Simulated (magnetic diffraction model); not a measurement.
# Solving a magnetic structure from powder neutron data: Mg₁₇Mn₄Al₇Cu

Space group Cm (no. 8), a = 10.3160 Å, b = 14.2880 Å, c = 8.9781 Å, β = 124.88°.

```csv
site,atom,x,y,z
2a,Cu,0.1920,0,0.8278
4b,Mn,0.2772,0.9050,0.3644
4b,Mn,0.3170,0.3150,0.8064
4b,Al,0.7306,0.9135,0.0049
4b,Al,0.4149,0.4081,0.6314
4b,Al,0.5063,0.3174,0.1947
2a,Al,0.3611,0,0.1802
4b,Mg,0.4569,0.8591,0.0022
4b,Mg,0.6516,0.3448,0.6060
4b,Mg,0.5516,0.8436,0.3992
4b,Mg,0.1749,0.8268,0.0021
4b,Mg,0.7999,0.8010,0.3128
4b,Mg,0.4820,0.8039,0.6852
2a,Mg,0.9994,0,0.9954
2a,Mg,0.9995,0,0.3433
2a,Mg,0.4001,0,0.7136
2a,Mg,0.6951,0,0.3010
2a,Mg,0.6582,0,0.6594
```

This is a made-up structure (elements placed in a structure type, unrelaxed), so the numbers test the method and describe no known phase.

Only Mn is taken to order (form factors of Mn2+); orders and moment sizes are assumed, and not adapted to the symmetry. Radiation: neutrons of λ = 2.41 Å, 8° to 35°; isotropic B of 0.72 Å² (Cu), 0.88 Å² (Mn), 1.06 Å² (Al) and 1.01 Å² (Mg). The intensities are simulated: I ∝ L Σ (|F_N|² + |F_M⊥|²) for unpolarised neutrons, with F_M = 2.695 fm/μB × Σ f(s) S exp(2πi Q·r) exp(−B s²) at Q = H ± k (one set where k and −k are equivalent), only the part normal to Q counting and L = 1/(sin²θ cos θ). For collinear order S is the moment m, which repeats by lattice and centring translations R with the sign exp(−2πi k·R). Form factors are spin-only for 3d ions and dipole or tabulated for f ions, scattering lengths are Sears's of 1992, and absorption is left out. A label names one of the reflections at its angle. The strongest nuclear line in the range is 100, and lines under 0.2 are left out.

Above the ordering temperature:

```csv
2θ (°),index,I
18.83,(0 0 1),2.2
19.05,(1 1 0),1.0
19.09,(1 1 -1),100.0
19.42,(0 2 0),6.9
27.02,(2 0 -1),16.2
27.18,(0 2 1),40.1
33.03,(1 1 1),52.4
33.09,(2 0 0),35.1
33.11,(1 1 -2),7.5
33.20,(2 0 -2),11.7
33.49,(2 2 -1),24.4
33.75,(1 3 0),16.5
33.78,(1 3 -1),22.1
```

Below it (cell unchanged):

```
2θ (°)      I
  9.49   51.9
 16.38    7.6
 16.69   19.0
 18.83    2.2
 19.05    1.0
 19.09  100.0
 19.42    6.9
 21.31    0.6
 21.41    5.3
 25.02    2.9
 25.15    4.5
 25.42    1.6
 27.02   16.2
 27.18   40.1
 28.64    2.7
 28.75    3.3
 29.07   25.0
 31.69    3.5
 32.19   11.5
 33.03   52.4
 33.09   35.1
 33.11    7.5
 33.20   11.7
 33.49   24.4
 33.75   16.5
 33.78   22.1
 34.36    5.1
 34.67    2.3
 34.84   17.1
 34.93    0.4
```

**Question.** Check that the new lines index with k = (1/2 1/2 0), then choose among these models:
A. collinear moments along [110], 2.69 μB on Mn; signs + at (0.2772, 0.9050, 0.3644), + at (0.3170, 0.3150, 0.8064), + at (0.3170, 0.6850, 0.8064), + at (0.2772, 0.0950, 0.3644)
B. collinear moments along [100], 2.69 μB on Mn; signs + at (0.2772, 0.9050, 0.3644), + at (0.3170, 0.3150, 0.8064), + at (0.3170, 0.6850, 0.8064), + at (0.2772, 0.0950, 0.3644)
C. collinear moments along [110], 2.69 μB on Mn; signs + at (0.2772, 0.9050, 0.3644), − at (0.3170, 0.3150, 0.8064), + at (0.3170, 0.6850, 0.8064), + at (0.2772, 0.0950, 0.3644)
D. collinear moments along [100], 2.69 μB on Mn; signs + at (0.2772, 0.9050, 0.3644), − at (0.3170, 0.3150, 0.8064), + at (0.3170, 0.6850, 0.8064), + at (0.2772, 0.0950, 0.3644)

The new lines index as (1/2 1/2 0) at 9.49°, (1/2 1/2 -1) at 16.38°, (1/2 -3/2 0) at 16.69° and (-3/2 1/2 1) at 21.31°, that is as H ± k with k = (1/2 1/2 0), one of 2 inequivalent arms of its star (k and −k counted as one), which a powder can't tell apart. Half indices mean that the moments reverse under translations with k·R a half-integer, and the magnetic cell has twice the primitive volume.

Magnetic intensity, observed (below minus above) and for each model:

| 2θ (°) | index | observed | A | B | C | D |
| --- | --- | --- | --- | --- | --- | --- |
| 9.49 | (1/2 1/2 0) | 51.9 | 32.8 | 51.9 | 8.9 | 14.2 |
| 16.69 | (1/2 -3/2 0) | 19.0 | 17.7 | 19.0 | 27.1 | 29.2 |
| 21.41 | (-1/2 3/2 1) | 5.3 | 5.1 | 5.3 | 29.1 | 30.3 |
| 25.15 | (3/2 -1/2 0) | 4.5 | 11.4 | 4.5 | 4.6 | 1.8 |
| 25.72 | (1/2 5/2 0) | <0.2 | <0.2 | <0.2 | 1.4 | 8.9 |
| 29.07 | (1/2 5/2 -1) | 25.0 | 8.8 | 25.0 | 3.0 | 8.7 |
| 32.19 | (-3/2 5/2 1) | 11.5 | 17.9 | 11.5 | 3.9 | 2.5 |
| 34.84 | (1/2 5/2 1) | 17.1 | 9.4 | 17.1 | 2.3 | 4.2 |

Model B matches.

The structure used: k = (1/2 1/2 0), collinear moments along [100], 2.69 μB on Mn; signs + at (0.2772, 0.9050, 0.3644), + at (0.3170, 0.3150, 0.8064), + at (0.3170, 0.6850, 0.8064), + at (0.2772, 0.0950, 0.3644).

[Logs are printed without paths, hosts, clocks, repeated set-up lines and the standing remarks that a program may print on its own settings, such as how far it seeks lower states.]
